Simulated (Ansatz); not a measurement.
# Br on Mg(0001): change of the work function

Aim: the work function of Mg(0001) at several coverages of Br (fcc site), and the dipole that each adsorbate carries.

Calculated with Ansatz 0.2.0; plane-wave DFT, PBE, Ansatz PAW.

This is a report of a sequence of runs, with most program output left out.

## (1) Starting point

The cell holds 4 atoms: 4 Mg. Cell: a = 3.210 Å, b = 3.210 Å, c = 25.820 Å, α = 90.0°, β = 90.0°, γ = 60.0°. Vacuum lies along c.

As a file:

```cif
data_structure
_symmetry_space_group_name_H-M 'P 1'
_symmetry_Int_Tables_number 1
_cell_length_a 3.2100
_cell_length_b 3.2100
_cell_length_c 25.8196
_cell_angle_alpha 90.000
_cell_angle_beta 90.000
_cell_angle_gamma 60.000
_cell_volume 230.40
loop_
_atom_site_label
_atom_site_type_symbol
_atom_site_fract_x
_atom_site_fract_y
_atom_site_fract_z
_atom_site_occupancy
Mg1 Mg 0.66667 0.66667 0.34857 1
Mg2 Mg 0.00000 0.00000 0.44952 1
Mg3 Mg 0.66667 0.66667 0.55048 1
Mg4 Mg 0.00000 0.00000 0.65143 1
```

## (2) The clean slab

The bare slab comes first, as the zero from which every change is counted. The two lowest layers are held at bulk places and the upper ones relax. The dipole correction removes the false field that a one-sided slab makes across the periodic vacuum, so each face gets a flat vacuum level of its own.

input.yaml reads:

```yaml
crystal:
  lattice:
    - [3.21, 0.0, 0.0]
    - [1.605, 2.7799415461, 0.0]
    - [0.0, 0.0, 25.81956]
  atoms:
    - { symbol: Mg, position: [0.6666666667, 0.6666666667, 0.3485729424] }
    - { symbol: Mg, position: [0.0, 0.0, 0.4495243141] }
    - { symbol: Mg, position: [0.6666666667, 0.6666666667, 0.5504756859] }
    - { symbol: Mg, position: [0.0, 0.0, 0.6514270576] }
kpoints:
  mp_grid: { grid: [12, 12, 1] }
hamiltonian:
  xc: pbe
scf:
  occupations: { method: fermi_dirac, width: 0.1 }
  convergence: { dr2_threshold: 1.0e-08 }
efield:
  axis: 3
  dipole_correction: true
  ramp_position: 0.97
  ramp_width: 0.06
relax:
  f_tol: 0.02
  max_steps: 60
  constraints: [{ sites: [0, 1] }]
output:
  write_potential: true
  write_density: true
  volumetric_format: npy
```

On the command line:

```
$ ansatz run input.yaml --threads 4 --pin off --max-ram 16384MiB --backend cpu --events-out ev --progress --plain --runs-dir out
```

The job ended after 3.6 s (4 threads of Arm Neoverse V1, shared host; peak memory 0.48 GiB; 14 s of CPU time).

Relaxation path:

```csv
step,energy less that of the first step (eV),largest force component (eV/Å)
1,0.0000,0.0442
2,-0.0007,0.0154
```

Forces are held to the 6 operations that the run works with; a distortion that breaks them can't arise in this run.

The atoms that moved most (Å):

```csv
atom,dx,dy,dz,length
Mg4,0.000,0.000,0.029,0.029
Mg3,0.000,0.000,0.005,0.005
```

The relaxed structure:

```cif
data_structure
_symmetry_space_group_name_H-M 'P 1'
_symmetry_Int_Tables_number 1
_cell_length_a 3.2100
_cell_length_b 3.2100
_cell_length_c 25.8196
_cell_angle_alpha 90.000
_cell_angle_beta 90.000
_cell_angle_gamma 60.000
_cell_volume 230.40
loop_
_atom_site_label
_atom_site_type_symbol
_atom_site_fract_x
_atom_site_fract_y
_atom_site_fract_z
_atom_site_occupancy
Mg1 Mg 0.66667 0.66667 0.34857 1
Mg2 Mg 0.00000 0.00000 0.44952 1
Mg3 Mg 0.66667 0.66667 0.55067 1
Mg4 Mg 0.00000 0.00000 0.65254 1
```

Numbers from this step:

```yaml
energy_at_zero_smearing: -7694.5790 eV
work_function_upper_face: 3.787 eV
dipole_along_the_normal: 2.19e-4 e·Å
```

Running mean over 2.60652 Å of the planar mean; the ramp of the sawtooth is left out. Electron's electrostatic potential energy less the Fermi level against z:

```csv
z (Å),electron's electrostatic potential energy less the Fermi level (eV)
3.5,3.79
4.0,3.79
4.5,3.79
5.0,3.78
5.5,3.74
6.0,3.64
6.5,3.35
7.0,2.60
7.5,0.686
8.0,-2.09
8.5,-3.58
9.0,-4.02
9.5,-4.07
10.0,-4.04
10.5,-4.02
11.0,-4.01
11.5,-4.00
12.0,-3.99
12.5,-3.98
13.0,-3.98
13.5,-3.99
14.0,-4.00
14.5,-3.99
15.0,-3.95
15.5,-3.89
16.0,-3.97
16.5,-4.06
17.0,-3.95
17.5,-3.30
18.0,-1.31
18.5,1.45
19.0,2.90
19.5,3.47
20.0,3.68
20.5,3.75
21.0,3.78
21.5,3.78
22.0,3.79
22.5,3.79
```

The relaxation took 2 steps and lowered the energy by 7.4e-4 eV; the largest force on the free atoms ends at 0.015 eV/Å.

The work function of the upper face is 3.79 eV.

## (3) Adsorbate added, k-mesh 4×4×1, coverage 0.111 ML

System of this step: Br/Mg(0001). The cell holds 37 atoms: 36 Mg and 1 Br. Cell: a = 9.630 Å, b = 9.630 Å, c = 27.796 Å, α = 90.0°, β = 90.0°, γ = 60.0°. Vacuum lies along c.

The clean slab as it ended is repeated in the plane and the adsorbate is set on one face; the cell's size fixes the coverage, and the k-mesh shrinks with it to keep the sampling density about even. Adsorbate and upper layers relax, since the dipole depends on the height.

input.yaml reads:

```yaml
crystal:
  lattice:
    - [9.6299999999, 0.0, 0.0]
    - [4.815, 8.3398246384, 0.0]
    - [0.0, 0.0, 27.7956185763]
  atoms:
    - { symbol: Mg, position: [0.2222222222, 0.2222222222, 0.3237920385] }
    - { symbol: Mg, position: [0.0, 0.0, 0.41756653] }
    - { symbol: Mg, position: [0.2222222222, 0.2222222222, 0.511524413] }
    - { symbol: Mg, position: [0.0, 0.0, 0.6061475747] }
    - { symbol: Mg, position: [0.2222222222, 0.5555555556, 0.3237920385] }
    - { symbol: Mg, position: [0.0, 0.3333333333, 0.41756653] }
    - { symbol: Mg, position: [0.2222222222, 0.5555555556, 0.511524413] }
    - { symbol: Mg, position: [0.0, 0.3333333333, 0.6061475747] }
[... 25 atom lines left out ...]
    - { symbol: Mg, position: [0.6666666667, 0.6666666667, 0.41756653] }
    - { symbol: Mg, position: [0.8888888889, 0.8888888889, 0.511524413] }
    - { symbol: Mg, position: [0.6666666667, 0.6666666667, 0.6061475747] }
    - { symbol: Br, position: [0.1111111111, 0.1111111111, 0.6762079615] }
kpoints:
  mp_grid: { grid: [4, 4, 1] }
hamiltonian:
  xc: pbe
scf:
  occupations: { method: fermi_dirac, width: 0.1 }
  convergence: { dr2_threshold: 1.0e-08 }
efield:
  axis: 3
  dipole_correction: true
  ramp_position: 0.97
  ramp_width: 0.06
relax:
  f_tol: 0.02
  max_steps: 60
  constraints:
    - { sites: [0, 1, 4, 5, 8, 9, 12, 13, 16, 17, 20, 21, 24, 25, 28, 29, 32, 33] }
output:
  write_potential: true
  write_density: true
  volumetric_format: npy
```

Elapsed: 3.2 min, on 4 threads; peak memory 7.9 GiB.

This run has no spin polarisation although its electron count is odd.

Relaxation path:

```csv
step,energy less that of the first step (eV),largest force component (eV/Å)
1,0.0000,0.4102
2,-0.0587,0.0598
3,-0.0613,0.0032
```

The run keeps the 6 symmetry operations that it works with, so distortions that break them were not tested.

The atoms that moved most (Å):

```csv
atom,dx,dy,dz,length
Mg32,-0.031,0.018,-0.067,0.076
Mg24,0.000,-0.036,-0.067,0.076
Mg20,0.031,0.018,-0.067,0.076
Mg4,-0.059,-0.034,0.028,0.074
Mg16,0.059,-0.034,0.028,0.074
Mg8,0.000,0.069,0.028,0.074
Br37,0.000,0.000,0.060,0.060
Mg19,0.000,0.000,-0.045,0.045
```

Final coordinates:

```xyz
37
Lattice="9.6300 0.0000 0.0000 4.8150 8.3398 0.0000 0.0000 0.0000 27.7956" Properties=species:S:1:pos:R:3
Mg    3.2100    1.8533    9.0000
Mg    0.0000    0.0000   11.6065
Mg    3.2029    1.8492   14.2556
Mg   -0.0595   -0.0343   16.8762
Mg    4.8150    4.6332    9.0000
Mg    1.6050    2.7799   11.6065
Mg    4.8152    4.6331   14.1733
Mg    1.6050    2.8486   16.8762
Mg    6.4200    7.4132    9.0000
Mg    3.2100    5.5599   11.6065
Mg    6.4200    7.4213   14.2556
Mg    3.2180    5.5553   16.8333
Mg    6.4200    1.8533    9.0000
Mg    3.2100    0.0000   11.6065
Mg    6.4200    1.8535   14.1733
Mg    3.2695   -0.0343   16.8762
Mg    8.0250    4.6332    9.0000
Mg    4.8150    2.7799   11.6065
Mg    8.0248    4.6331   14.1733
Mg    4.8459    2.7978   16.7817
Mg    9.6300    7.4132    9.0000
Mg    6.4200    5.5599   11.6065
Mg    9.6360    7.4097   14.2015
Mg    6.4200    5.5242   16.7817
Mg    9.6300    1.8533    9.0000
Mg    6.4200    0.0000   11.6065
Mg    9.6371    1.8492   14.2556
Mg    6.4200    0.0092   16.8333
Mg   11.2350    4.6332    9.0000
Mg    8.0250    2.7799   11.6065
Mg   11.2350    4.6401   14.2015
Mg    7.9941    2.7978   16.7817
Mg   12.8400    7.4132    9.0000
Mg    9.6300    5.5599   11.6065
Mg   12.8340    7.4097   14.2015
Mg    9.6220    5.5553   16.8333
Br    1.6050    0.9266   18.8552
```

This step gave:

* energy at zero smearing: -72036.5203 eV
* work function, upper face: 3.959 eV
* work function, lower face: 3.764 eV
* dipole along the normal: -0.08678 e·Å
* step between the vacuum levels: 0.1955 eV

Running mean over 2.60652 Å of the planar mean; the ramp of the sawtooth is left out. The electron's electrostatic potential energy less the Fermi level by z:

```csv
z (Å),electron's electrostatic potential energy less the Fermi level (eV)
4,3.76
5,3.75
6,3.61
7,2.57
8,-2.11
9,-4.03
10,-4.04
11,-4.02
12,-4.01
13,-4.03
14,-4.01
15,-3.98
16,-4.03
17,-4.10
18,-2.04
19,2.01
20,3.18
21,3.89
22,3.96
23,3.96
24,3.96
```

The relaxation took 3 steps and lowered the energy by 0.061 eV; the largest force on the free atoms ends at 0.0032 eV/Å.

The covered face has 3.96 eV, +0.17 eV against the clean one; the bare back face has moved by -0.03 eV, a measure of how thin the slab is.

## (4) Adsorbate added, k-mesh 6×6×1, coverage 0.25 ML

System of this step: Br/Mg(0001). The cell holds 17 atoms: 16 Mg and 1 Br. Its edges and angles: a = 6.420 Å, b = 6.420 Å, c = 27.796 Å, α = 90.0°, β = 90.0°, γ = 60.0°. Vacuum lies along c.

Another coverage, to see how the dipoles act on each other as their distance changes.

input.yaml reads:

```yaml
crystal:
  lattice:
    - [6.4199999999, 0.0, 0.0]
    - [3.21, 5.5598830922, 0.0]
    - [0.0, 0.0, 27.7956185763]
  atoms:
    - { symbol: Mg, position: [0.3333333333, 0.3333333333, 0.3237920385] }
    - { symbol: Mg, position: [0.0, 0.0, 0.41756653] }
    - { symbol: Mg, position: [0.3333333333, 0.3333333333, 0.511524413] }
    - { symbol: Mg, position: [0.0, 0.0, 0.6061475747] }
    - { symbol: Mg, position: [0.3333333333, 0.8333333333, 0.3237920385] }
    - { symbol: Mg, position: [0.0, 0.5, 0.41756653] }
    - { symbol: Mg, position: [0.3333333333, 0.8333333333, 0.511524413] }
    - { symbol: Mg, position: [0.0, 0.5, 0.6061475747] }
    - { symbol: Mg, position: [0.8333333333, 0.3333333333, 0.3237920385] }
    - { symbol: Mg, position: [0.5, 0.0, 0.41756653] }
    - { symbol: Mg, position: [0.8333333333, 0.3333333333, 0.511524413] }
    - { symbol: Mg, position: [0.5, 0.0, 0.6061475747] }
    - { symbol: Mg, position: [0.8333333333, 0.8333333333, 0.3237920385] }
    - { symbol: Mg, position: [0.5, 0.5, 0.41756653] }
    - { symbol: Mg, position: [0.8333333333, 0.8333333333, 0.511524413] }
    - { symbol: Mg, position: [0.5, 0.5, 0.6061475747] }
    - { symbol: Br, position: [0.1666666667, 0.1666666667, 0.6762079615] }
kpoints:
  mp_grid: { grid: [6, 6, 1] }
hamiltonian:
  xc: pbe
scf:
  occupations: { method: fermi_dirac, width: 0.1 }
  convergence: { dr2_threshold: 1.0e-08 }
efield:
  axis: 3
  dipole_correction: true
  ramp_position: 0.97
  ramp_width: 0.06
relax:
  f_tol: 0.02
  max_steps: 60
  constraints: [{ sites: [0, 1, 4, 5, 8, 9, 12, 13] }]
output:
  dos: { projected: true, e_range: [-8, 4] }
  write_potential: true
  write_density: true
  volumetric_format: npy
  elf: true
```

Elapsed: 51 s, on 4 threads; peak memory 2.4 GiB.

Step by step:

```csv
step,energy less that of the first step (eV),largest force component (eV/Å)
1,0.0000,0.3806
2,-0.0524,0.0748
3,-0.0549,0.0104
```

Forces are held to the 6 operations that the run works with; a distortion that breaks them can't arise in this run.

The atoms that moved most (Å):

```csv
atom,dx,dy,dz,length
Mg16,0.000,0.000,-0.158,0.158
Mg12,0.047,-0.027,-0.004,0.054
Mg8,0.000,0.054,-0.004,0.054
Mg4,-0.047,-0.027,-0.004,0.054
Mg15,0.000,0.000,-0.050,0.050
Br17,0.000,0.000,0.029,0.029
Mg11,0.016,-0.009,-0.005,0.019
Mg3,-0.016,-0.009,-0.005,0.019
```

The relaxed structure:

```xyz
17
Lattice="6.4200 0.0000 0.0000 3.2100 5.5599 0.0000 0.0000 0.0000 27.7956" Properties=species:S:1:pos:R:3
Mg    3.2100    1.8533    9.0000
Mg    0.0000    0.0000   11.6065
Mg    3.1941    1.8441   14.2136
Mg   -0.0467   -0.0270   16.8439
Mg    4.8150    4.6332    9.0000
Mg    1.6050    2.7799   11.6065
Mg    4.8150    4.6516   14.2136
Mg    1.6050    2.8339   16.8439
Mg    6.4200    1.8533    9.0000
Mg    3.2100    0.0000   11.6065
Mg    6.4359    1.8441   14.2136
Mg    3.2567   -0.0270   16.8439
Mg    8.0250    4.6332    9.0000
Mg    4.8150    2.7799   11.6065
Mg    8.0250    4.6332   14.1682
Mg    4.8150    2.7799   16.6902
Br    1.6050    0.9266   18.8244
```

This step gave:

| Property | Result |
| --- | --- |
| energy at zero smearing | -33563.6388 eV |
| work function, upper face | 4.164 eV |
| work function, lower face | 3.744 eV |
| dipole along the normal | -0.08280 e·Å |
| step between the vacuum levels | 0.4198 eV |

The density of states has structure finer than the step of the table below, so its rows give means over 0.25 eV, whole bins alone (the curve runs from -8 to 1.98 eV). Peaks (eV: height): -4.270: 20.9, -1.680: 15.1, -1.470: 13.9, -0.720: 22.0, 0.180: 23.6, 0.360: 38.4, 1.860: 30.8.

Density of states against energy, zero at the Fermi level; means over each step:

energy (eV), density of states (states/eV a cell) and a bar:
```
    -6.75        0.0 
    -6.50        1.2 ###
    -6.25        1.6 ####
    -6.00        1.6 ####
    -5.75        3.8 #########
    -5.50        3.8 #########
    -5.25        3.4 ########
    -5.00        4.5 ###########
    -4.75        6.9 #################
    -4.50        8.7 #####################
    -4.25        9.6 ########################
    -4.00        5.0 ############
    -3.75        6.7 ################
    -3.50        4.3 ##########
    -3.25        3.9 ##########
    -3.00        7.6 ###################
    -2.75        4.9 ############
    -2.50        5.1 #############
    -2.25        5.0 ############
    -2.00        6.1 ###############
    -1.75        8.5 #####################
    -1.50        7.2 ##################
    -1.25        4.0 ##########
    -1.00        7.4 ##################
    -0.75        9.3 #######################
    -0.50        6.0 ###############
    -0.25        8.3 ####################
     0.00        7.1 #################
     0.25       12.2 ##############################
     0.50        4.7 ############
     0.75        7.4 ##################
     1.00       10.3 #########################
     1.25        8.1 ####################
     1.50        8.4 #####################
     1.75       11.0 ###########################
```

Projected DOS per atom over height of the atomic layer and energy from the Fermi level. Layers: Mg4 Mg4 Mg4 Mg4 Br from below.

Values in states/eV, 22 rows by 5 columns, each cell a mean:
```
0.1 0.1 0.1 0.1 0.1
0.1 0.1 0.1 0.1 0.1
0.2 0.2 0.1 0.2 0.1
0.1 0.1 0.1 0.1 0.1
0.1 0.1 0.2 0.1 0.1
0.1 0.1 0.2 0.2 0.1
0.3 0.2 0.2 0.3 0.1
0.2 0.3 0.3 0.2 0.2
0.4 0.3 0.3 0.3 0.2
0.3 0.2 0.2 0.2 0.2
0.4 0.3 0.3 0.2 0.4
0.3 0.2 0.2 0.2 0.5
0.3 0.3 0.3 0.1 1.3
0.2 0.2 0.3 0.1 3.6
0.2 0.2 0.2 0.3 3.9
0.1 0.2 0.2 0.2 1.2
0.1 0.2 0.2 0.2 0.7
0.1 0.2 0.2 0.1 0.1
0.0 0.1 0.1 0.0 0.0
0.0 0.0 0.0 0.0 0.0
0.0 0.0 0.0 0.0 0.0
0.0 0.0 0.0 0.0 0.0
```
Columns: height of the atomic layer (Å) from 9 to 18.8 (not evenly spaced); rows upwards: energy from the Fermi level (eV) from -7.96 to 1.95.

ELF in the ca plane at fractional y = 0.000, with atoms of Mg within 0.2 Å of it. It is the smooth field of the valence electrons, not physical close to the nuclei.

Ten even steps from '0' (0.00) to '9' (0.87), each cell a mean:
```
65124341367777662143420110000000000000000000
65202211466556653013201210000000000000000000
45531124554212454321135420000000000000000000
35566566542000244567788631000000000000000000
35566566542000244566788631000000000000000000
45531124554212454311135420000000000000000000
65212311466556653123201210000000000000000000
65124341367777662143420111000000000000000000
65134241367777762143420233321100000000000000
65213421467666664124312577653210000000000000
55411112565333566210015899875310000000000000
45553345653001356532137899986420000000000000
35666666552000256653237999997420000000000000
45553345653001356532137899986420000000000000
55411102565333566200015899875310000000000000
65114431467766664024312577653210000000000000
65133241367777762143420233321100000000000000
```
Columns run along c (16.0 Å, from fractional 0.35 to 0.93 of the cell), rows up along a (6.4 Å). Atoms in or near the plane, at fractional coordinates: Mg at (0.42, 0.00), Mg at (0.61, 0.00), Mg at (0.42, 0.50), Mg at (0.61, 0.51).

Electrostatic potential energy in the ca plane at fractional y = 0.000, with atoms of Mg within 0.2 Å of it. With pseudopotentials it is smooth inside the atoms' cores, unlike the true potential.

Values in eV, 9 rows by 16 columns, each cell a mean:
```
  0 -27 -20   1   1   1 -20 -31  -1   3   4   4   4   4   4   4
  1  -2  -1   0  -4   0  -2  -3   2   3   4   4   4   4   4   4
  1   0   0   0  -6   0   0  -1   2   4   4   4   4   4   4   4
  0 -20 -15   1   0   1 -15 -24   0   3   4   4   4   4   4   4
 -1 -37 -29   1   2   1 -26 -39  -2   3   4   4   4   4   4   4
  0 -11  -8   0  -2   1  -6 -11  -1   0   4   4   4   4   4   4
  1   0   1   0  -7  -1   1   0  -3  -5   3   4   4   4   4   4
  1  -6  -4   0  -3   0  -3  -6  -1  -1   3   4   4   4   4   4
  0 -34 -26   1   1   1 -23 -35  -1   3   4   4   4   4   4   4
```
Columns run along c (16.0 Å, from fractional 0.35 to 0.93 of the cell; values clipped at the 3rd and 97th percentile), rows up along a (6.4 Å). Atoms in or near the plane, at fractional coordinates: Mg at (0.42, 0.00), Mg at (0.61, 0.00), Mg at (0.42, 0.50), Mg at (0.61, 0.51).

Valence density in the ca plane at fractional y = 0.000, with atoms of Mg within 0.2 Å of it. It is the smooth field of the valence electrons, not physical close to the nuclei.

Ten steps, logarithmic in the rise over the least value, from '0' (0 e/Å³) to '9' (24 e/Å³), each cell a mean:
```
00037861000000000179830000000000000000000000
00013320000000000024310000000000000000000000
00000000000000000001000000000000000000000000
00000000000000000000000000000000000000000000
00000000000000000000000000000000000000000000
00000000000000000001000000000000000000000000
00013420000000000035410000000000000000000000
00038961000000000179830000000000000000000000
00048972000000000279830000000000000000000000
00026741000000000146510000000000000000000000
00001110000000000001101111100000000000000000
00000000000000000000001222210000000000000000
00000000000000000000001222210000000000000000
00000000000000000000001222210000000000000000
00001110000000000001101111100000000000000000
00025641000000000146510000000000000000000000
00049972000000000279830000000000000000000000
```
Columns run along c (16.0 Å, from fractional 0.35 to 0.93 of the cell), rows up along a (6.4 Å). Atoms in or near the plane, at fractional coordinates: Mg at (0.42, 0.00), Mg at (0.61, 0.00), Mg at (0.42, 0.50), Mg at (0.61, 0.51).

The relaxation took 3 steps and lowered the energy by 0.055 eV; the largest force on the free atoms ends at 0.010 eV/Å.

By hand: a sheet of dipoles makes a step −p/(ε₀A) in the electron's potential. With e/ε₀ = 180.95 V·Å, p = -0.08280 e·Å and A = 35.69 Å², that is −180.95 × (-0.08280) / 35.69 = +0.420 eV, and the two vacuum levels of the run differ by +0.420 eV.

The covered face has 4.16 eV, +0.38 eV against the clean one; the bare back face has moved by -0.05 eV, a measure of how thin the slab is.

(Continued in part 2 of 2.)

[Logs are printed without paths, hosts, clocks, repeated set-up lines and the standing remarks that a program may print on its own settings, such as how far it seeks lower states.]

[Hosts, paths, dates, database ids (printed as entryN), source tags and the programs' standing remarks are cut or masked in the printed files.]

[Maps of the electrostatic potential energy from Ansatz leave out the sawtooth potential of an applied field or a dipole correction, so their vacuum need not be flat; planar profiles and work functions include it.]

[The density of states shown here was stored with 400 of the rows of the run's finer table, so its peaks can read low, often by over a quarter, or be missed, and its means over a window can be off by a tenth or more.]
